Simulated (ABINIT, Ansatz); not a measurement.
## A GW run on Sr2H3I (P-3m1) in ABINIT, with inputs changed

Aim: change inputs of a GW run on Sr2H3I (P-3m1) and see what moves.

Method: LDA and many-body steps on it, plane waves, in ABINIT 10.8.3.

Report form: the programs' logs are mostly left out.

### 1. Set-up

It takes space group P-3m1 (No. 164, trigonal). The conventional cell has a = 4.243 Å, b = 4.243 Å, c = 7.683 Å, α = 90.00°, β = 90.00°, γ = 120.00°. Sr has 7 H at 2.47 to 2.81 Å and 3 I at 3.48 Å nearest. Nearest to H lie 6 H at 2.68 Å and 6 Sr at 2.81 Å. Nearest to H lie 4 Sr at 2.47 Å. Nearest to I lie 6 Sr at 3.48 Å. Farther neighbours and most contacts between anions are not listed.

The cell and positions are those that the Materials Project relaxed with its own functionals (PBE, PBE+U or r2SCAN), kept fixed. Spin-orbit coupling is left out unless a step names it.

### 2. Screening, 3×3×2 mesh, 230 bands, screening to 176.9 eV

This step: ABINIT 10.8.3; RPA screening on LDA, plane waves, norm-conserving pseudopotentials.

The RPA dielectric matrix is built and inverted for each q.

run.abi reads:

```
acell 3*1.0 Angstrom
rprim 
  4.242728767114 -0.000000000028 0.000000000000
  -2.121364383533 3.674310893702 0.000000000000
  0.000000000000 0.000000000000 7.682747430000
ntypat 3
znucl 38 1 53
natom 6
typat 1 1 2 2 2 3
xred 
  0.666666666667 0.333333333333 0.678655290000
  0.333333333333 0.666666666667 0.321344710000
  0.000000000000 0.000000000000 0.500000000000
  0.666666666667 0.333333333333 0.357251500000
  0.333333333333 0.666666666667 0.642748500000
  0.000000000000 0.000000000000 0.000000000000
pp_dirpath "pseudos"
pseudos "Sr.upf, H.upf, I.upf"
ecut 31
ngkpt 3 3 2
nshiftk 1
shiftk 0 0 0
kptopt 1
chksymbreak 0
istwfk *1
occopt 1
irdwfk 1
optdriver 3
nband 230
ecuteps 6.5
inclvkb 2
awtr 1
symchi 1
indata_prefix "in"
outdata_prefix "out"
tmpdata_prefix "tmp"
```

On the command line:

```bash
$ OMP_NUM_THREADS=1 mpirun -n 4 abinit run.abi > log
```

Elapsed: 96 s, on 4 MPI ranks of Arm Neoverse V1, shared host; peak memory 1.5 GiB; 6.4 min of CPU time.

Numbers from this step:

```yaml
eps_infinity_with_local_fields_on_this_mesh_along_the_program_s_q_direction: 5.517
the_same_without_local_fields: 6.242
plasma_frequency: 18.58 eV
plane_waves_in_the_screening_matrix: 659
```

Local fields lower ε∞ by 12 %. On a Γ-centred mesh this coarse the value itself is usually too large, while a short band sum pulls it down.

### 3. Base

The self-energy is evaluated for the states that the input lists, and the levels follow from it, in one-shot runs by the linearised quasiparticle equation.

This step: G0W0 on LDA, plane waves, norm-conserving pseudopotentials.

run.abi: that of step 2 with these lines changed.

```diff
@@ -27,8 +27,19 @@
 irdwfk 1
-optdriver 3
+optdriver 4
 nband 230
+gwcalctyp 0
+ecutsigx 31
+symsigma 1
+nkptgw 3
+kptgw 
+  0.0000000000 0.0000000000 0.5000000000
+  0.3333333333 0.3333333333 0.0000000000
+  0.0000000000 0.0000000000 0.0000000000
+bdgw 
+  13 18
+  14 17
+  13 18
 ecuteps 6.5
-inclvkb 2
-awtr 1
-symchi 1
+irdscr 1
+ppmodel 1
 indata_prefix "in"
```

Elapsed: 2 min, on 4 MPI ranks; peak memory 1.9 GiB; 8.2 min of CPU time.

Numbers from this step:

* G0W0 gap on the points computed: 3.663 eV
* starting gap on the mesh: 1.866 eV
* k of the valence top: 0, 0, 0.5
* k of the conduction bottom: 0.3333, 0.3333, 0
* Z at the valence top: 0.782
* Z at the conduction bottom: 0.819
* least direct G0W0 gap on the computed points: 4.005 eV

The gap on the mesh goes from 1.87 eV to 3.66 eV, a correction of +1.80 eV.

### 4. Broadening of the poles

run.abi: that of step 3 with these lines changed.

```diff
@@ -44,2 +44,3 @@
 ppmodel 1
+zcut 0.01 eV
 indata_prefix "in"
```

Wall time 2 min (4 MPI ranks); peak memory 1.9 GiB.

This step gave:

- G0W0 gap on the points computed: 3.663 eV
- starting gap on the mesh: 1.866 eV
- k of the valence top: 0, 0, 0.5
- k of the conduction bottom: 0.3333, 0.3333, 0
- Z at the valence top: 0.782
- Z at the conduction bottom: 0.819
- least direct G0W0 gap on the computed points: 4.005 eV

Against G0W0 in ABINIT (3×3×2 mesh, 230 bands, screening to 176.9 eV, Godby-Needs plasmon pole), the gap moves by +0.000 eV.

### 5. Unknown plasmon-pole model

run.abi: that of step 4 with these lines changed.

```diff
@@ -43,4 +43,3 @@
 irdscr 1
-ppmodel 1
-zcut 0.01 eV
+ppmodel 7
 indata_prefix "in"
```

The job ended after 3.3 s (4 MPI ranks; peak memory 0.68 GiB).

The run stopped with an error after 3.3 s.

The program's words: Wrong ppm%model: 7

The fault put into this input: unknown plasmon-pole model.

### 6. The runs together

Times are wall times on 4 MPI ranks of Arm Neoverse V1, shared host, good to a factor of about two. A run's time includes the screening step that it read.

```csv
run,mesh,bands,screening cutoff (eV),DFT gap (eV),gap on the mesh (eV),direct (eV),ε∞ used,time
base,3×3×2,230,176.9,1.866,3.663,4.005,5.52,3.6 min
broadening of the poles,3×3×2,230,176.9,1.866,3.663,4.005,5.52,3.6 min
```

### 7. What came out

```yaml
base: 3.663 eV
broadening_of_the_poles: 3.663 eV
known_limits: not at the basis limit; no spin-orbit coupling; coarse k mesh
```

What this shows: Broadening of the poles: no change against base (keys changed: zcut). Bands and cutoff are finite, so the gap is not at the basis limit. The miss can reach some tenths of an eV and take either sign; the mesh is an error of its own. In the G0W0 runs levels were corrected at 3 k points alone, so a gap called «on the mesh» is the least over those, and an edge elsewhere would be missed. A denser mesh or path gives a starting gap of 1.75 eV: the GW mesh misses a band edge, so its gaps are not the fundamental one. The 3×3×2 mesh is coarse for this cell, which bears on the long-range parts of exchange and screening. The many-body steps are scalar-relativistic: spin-orbit coupling is not in them.

[Paths, hosts, dates, memory and timing lines, banners, echoed tables and standing remarks are left out of the program output.]

[Logs are printed without paths, hosts, clocks, repeated set-up lines and the standing remarks that a program may print on its own settings, such as how far it seeks lower states.]

[Runs of the session that timed out or met a known fault of the program may be left out.]

[Hosts, paths, dates, database ids (printed as entryN), source tags and the programs' standing remarks are cut or masked in the printed files.]

[G0W0 gaps are taken among the corrected bands and points alone; a level outside them can change the order at an edge.]

[Where Ansatz stands beside ABINIT at settings called matched, ABINIT's density can come from a denser mesh and the files from another edition; pairs whose starting gaps differed by over 0.03 eV were left out, so agreement reads better than it is.]
